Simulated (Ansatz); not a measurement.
# PPt3, from a guessed structure to a relaxed one, part 2 of 2

This structure for PPt3 is made up. Its elements were placed in a known structure type with a cell scaled to their sizes. What cell does the guess relax to, and how far off was it?

Ansatz 0.2.0; DFT, PBE, plane-wave PAW, files of the set soft_1, scalar-relativistic, no spin, cell and ions relaxed at zero pressure; PAW set soft_1 (the session's first sound run).

So far: Starting point; Relaxing cell and atoms. The relaxed cell has a = 3.949 Å (conventional setting).

## (3) Electronic structure of the relaxed cell

A second self-consistent run takes a narrower smearing and the mesh shown in its input; the bands follow along the standard path of the relaxed lattice.

This step: DFT, PBE, plane-wave PAW, files of the set soft_1, scalar-relativistic, no spin, bands and density of states at the relaxed cell; PAW set soft_1 (Ansatz 0.2.0).

Contents of input.yaml:

```yaml
crystal:
  lattice:
    - [3.9492782714, 0.0, 0.0]
    - [0.0, 3.9492782714, 0.0]
    - [0.0, 0.0, 3.9492782714]
  atoms:
    - { symbol: Pt, position: [0.5, 0.5, 0.0] }
    - { symbol: Pt, position: [0.5, 0.0, 0.5] }
    - { symbol: Pt, position: [0.0, 0.5, 0.5] }
    - { symbol: P, position: [0.0, 0.0, 0.0] }
kpoints:
  mp_grid: { grid: [8, 8, 8] }
  band_path:
    path:
      - [[0.0, 0.0, 0.0], [0.0, 0.5, 0.0], [0.5, 0.5, 0.0], [0.0, 0.0, 0.0], [0.5, 0.5, 0.5], [0.0, 0.5, 0.0]]
      - [[0.5, 0.5, 0.0], [0.5, 0.5, 0.5]]
    npoints: 13
scf:
  occupations: { method: fermi_dirac, width: 0.03 }
  n_extra_bands: 8
hamiltonian:
  xc: pbe
  pseudopotentials: { kind: paw, azcp: { folder: soft_1 } }
output:
  forces: true
  stress: true
  write_bands: true
  dos: { projected: true }
  write_density: true
  write_potential: true
  elf: true
  volumetric_format: npy
```

Started as:

```bash
ansatz run input.yaml --threads 4 --pin off --max-ram 8192MiB --backend cpu --events-out ev --progress --plain --runs-dir out
```

Numbers of over 12 decimals in the logs are rounded to 6 here.

Log:

```text
[...]
Crystal: 4 atoms, lattice volume = 61.596 Å³
Basis set: ecut = 420 eV, 1213 PW (Γ), exchange–correlation on 54×54×54 points (8 copies of the dense FFT grid, shifted against one another)
Bands: 38, of which v1, the nominal top of the filled ones, is band 30 counted from 1 (29 counted from 0)
Symmetry: 48 space group operations
[...]
k-points: 35 of 512
[...]
SCF iter   1: F=—  HF=-38330.158007 eV  |F-HF|=—  |Δ(HF+E_count)|=         —  Δρ=7.58e-2  dr2=4.01e0  ethr=3.10e-3  ⟨swp⟩=6.8  Hψ=5449  notcnv=0
[...]
SCF iter   7: F=-38329.186133 eV  HF=-38329.186133 eV  |F-HF|=2.05e-8  |Δ(HF+E_count)|=   6.62e-8  Δρ=9.45e-6  dr2=5.62e-8  ethr=1.69e-10  ⟨swp⟩=14.1  Hψ=8830  notcnv=0
SCF 1 converged in 7 iterations: F = -38329.186133 eV  dr2 = 5.62e-8
[...]
NSCF: frozen V_eff on 80 k-points
SCF converged after 7 iterations
Free energy (F): -38329.186133 eV
[...]
Internal energy: -38329.169318 eV  (E = F + TS)
E sigma→0 (E₀):  -38329.177726 eV
Entropy (-TS):   -0.016815 eV (-4.204 meV/atom)
Fermi energy:    19.980349 eV
[...]
--- Stress (GPa, compression-positive) ---
       -0.135232       0.000000       0.000000
        0.000000      -0.135232       0.000000
        0.000000       0.000000      -0.135232
  P = ⅓ Tr σ = -0.1352 GPa (-1.352 kbar)
--- Band table (eV; the first three rows and the last of 35) ---
  k-point 0: bands = [... 26 lower, 18.7985, 18.8261, 19.7741, 20.2735, 20.2735, 20.2735, 26.2273, 26.2273, ... 4 higher]
  k-point 1: bands = [... 26 lower, 18.8035, 19.5768, 19.6020, 20.0417, 20.0417, 20.2739, 24.5333, 26.2489, ... 4 higher]
  k-point 2: bands = [... 26 lower, 18.7626, 19.1581, 20.0247, 20.0247, 20.0898, 20.2751, 23.8140, 26.2737, ... 4 higher]
  k-point 34: bands = [... 26 lower, 17.9581, 18.1697, 19.3499, 19.8229, 19.8229, 19.8229, 23.7805, 23.7805, ... 4 higher]
```

It took 1.6 s on 4 threads of Intel Xeon Platinum 8488C (Sapphire Rapids), shared host; peak memory 0.47 GiB; 5.7 s of CPU time.

In the SCF lines HF is the Harris–Foulkes energy and dr2 the Hartree energy of the density residual, in eV; the loop may stop once dr2 is under the threshold and the program's other checks hold. Hψ counts applications of the Hamiltonian.

Numbers from this step:

```yaml
free_energy: -38329.1861 eV
energy_at_zero_smearing: -38329.1777 eV
smearing_term_ts: 0.01682 eV
pressure: -0.1352 GPa
```

bands.tsv at the labelled points (eV, zero at the Fermi level; the bands that come nearest the Fermi level along the path):

| point | band 26 | band 27 | band 28 | band 29 | band 30 | band 31 | band 32 | band 33 |
| --- | --- | --- | --- | --- | --- | --- | --- | --- |
| Γ | -1.18 | -1.18 | -1.15 | -0.21 | 0.29 | 0.29 | 0.29 | 6.25 |
| X | -2.50 | -2.12 | -1.02 | -0.83 | 0.30 | 1.38 | 1.38 | 4.77 |
| M | -2.70 | -2.12 | -1.87 | -1.78 | 0.60 | 0.60 | 2.90 | 2.90 |
| Γ | -1.18 | -1.18 | -1.15 | -0.21 | 0.29 | 0.29 | 0.29 | 6.25 |
| R | -2.02 | -2.02 | -1.81 | -0.63 | -0.16 | -0.16 | -0.16 | 3.80 |
| X | -2.50 | -2.12 | -1.02 | -0.83 | 0.30 | 1.38 | 1.38 | 4.77 |
| M | -2.70 | -2.12 | -1.87 | -1.78 | 0.60 | 0.60 | 2.90 | 2.90 |
| R | -2.02 | -2.02 | -1.81 | -0.63 | -0.16 | -0.16 | -0.16 | 3.80 |

Counts of states for the cell as run, both spins, by energy window (eV from the Fermi level):

```csv
from,to,total
-8,-7,1.83
-7,-6,2.48
-6,-5,5.48
-5,-4,4.44
-4,-3,3.91
-3,-2,6.62
-2,-1,5.04
-1,0,2.91
0,1,3.30
1,2,1.54
2,3,0.42
3,4,1.43
4,5,1.94
5,6,1.31
```

Below -8 eV lie 26.3 more states.

Valence density in the ac plane at fractional y = 0.000, with atoms of Pt and P within 0.2 Å of it. It is the smooth field of the valence electrons, not physical close to the nuclei.

Ten even steps from '0' (0 e/Å³) to '9' (11 e/Å³), each cell a mean:
```
00000000000000
00000000000000
00000000000000
00000011000000
00000234310000
00001478630000
00001589841000
00001478731000
00000245420000
00000011100000
00000000000000
00000000000000
00000000000000
00000000000000
```
Columns run along a (3.9 Å), rows up along c (3.9 Å). Atoms in or near the plane, at fractional coordinates: Pt at (0.50, 0.50), P at (0.00, 0.00).

Electrostatic potential energy in the ac plane at fractional y = 0.000, with atoms of Pt and P within 0.2 Å of it. With pseudopotentials it is smooth inside the atoms' cores, unlike the true potential.

Ten even steps from '_' (-50 eV) to '@' (23 eV), each cell a mean:
```
::::==##@@@@@@@@@@@@@@##--::
--==**%%@@@@@@@@@@@@@@%%++--
**##%%@@@@@@@@@@@@@@@@@@%%##
%%@@@@@@@@%%****##%%@@@@@@@@
@@@@@@@@##==::::--++%%@@@@@@
@@@@@@%%++..______--##@@@@@@
@@@@@@%%++________::**@@@@@@
@@@@@@%%++..______::**@@@@@@
@@@@@@@@##--..__..==%%@@@@@@
@@@@@@@@%%##++++++##@@@@@@@@
##%%%%@@@@@@%%%%%%@@@@@@%%##
==++##%%@@@@@@@@@@@@@@%%**==
::::++%%@@@@@@@@@@@@@@##==::
::::==##@@@@@@@@@@@@%%**--::
```
Columns run along a (3.9 Å; values clipped at the 3rd and 97th percentile), rows up along c (3.9 Å). Atoms in or near the plane, at fractional coordinates: Pt at (0.50, 0.50), P at (0.00, 0.00).

ELF in the ac plane at fractional y = 0.000, with atoms of Pt and P within 0.2 Å of it. It is the smooth field of the valence electrons, not physical close to the nuclei.

Ten even steps from '_' (0.02) to '@' (0.75), each cell a mean:
```
__--@@@@++::......--**@@##..
++%%@@%%==::::::::--++%%@@##
@@@@%%++------------==**%%@@
****++----==++++++==--==++**
--------==**######++==------
....::--++##########++--::..
....::--**##########++--::..
....::--**##########++--::..
::::::--++**######**==--::::
++++==----++****++==----==++
@@%%##++--------------++%%@@
%%@@@@##==::::::::--++%%@@@@
..==@@%%++::......--**@@%%--
__..%%@@++::......--**@@++__
```
Columns run along a (3.9 Å), rows up along c (3.9 Å). Atoms in or near the plane, at fractional coordinates: Pt at (0.50, 0.50), P at (0.00, 0.00).

## (4) Summary of results

```
space group, relaxed : Pm-3m
conventional cell    : a = 3.949, b = 3.949, c = 3.949 Å; α = 90.0°, β = 90.0°, γ = 90.0°
volume per atom      : 15.40 Å³ (guess 15.01)
```

**Reading.** PPt3 relaxes to Pm-3m with a = 3.949, b = 3.949 and c = 3.949 Å. The guessed volume was 3 % too small. The space group Pm-3m was held in the relaxation, so the end point is a stationary structure within it and may be a saddle against distortions or other arrangements. Bands cross the Fermi level, so it is a metal or semimetal at this level. The electron count is odd, which forces that without spin polarisation or a larger cell. On the 8×8×8 mesh with the narrower smearing (relaxed on 7×7×7) the forces vanish, as symmetry may demand, and the largest stress component is 0.135 GPa, against the relaxation's thresholds of 0.015 eV/Å and 0.05 GPa. The cutoff wasn't tested. Spin-orbit coupling is left out, which can matter for elements this heavy. No dispersion term is used, so weakly bound directions may come out too long. The runs have no spin, and magnetism wasn't tested. Nothing here tests whether the compound is stable against decomposition.

[Logs are printed without paths, hosts, clocks, repeated set-up lines and the standing remarks that a program may print on its own settings, such as how far it seeks lower states.]

[Hosts, paths, dates, database ids (printed as entryN), source tags and the programs' standing remarks are cut or masked in the printed files.]
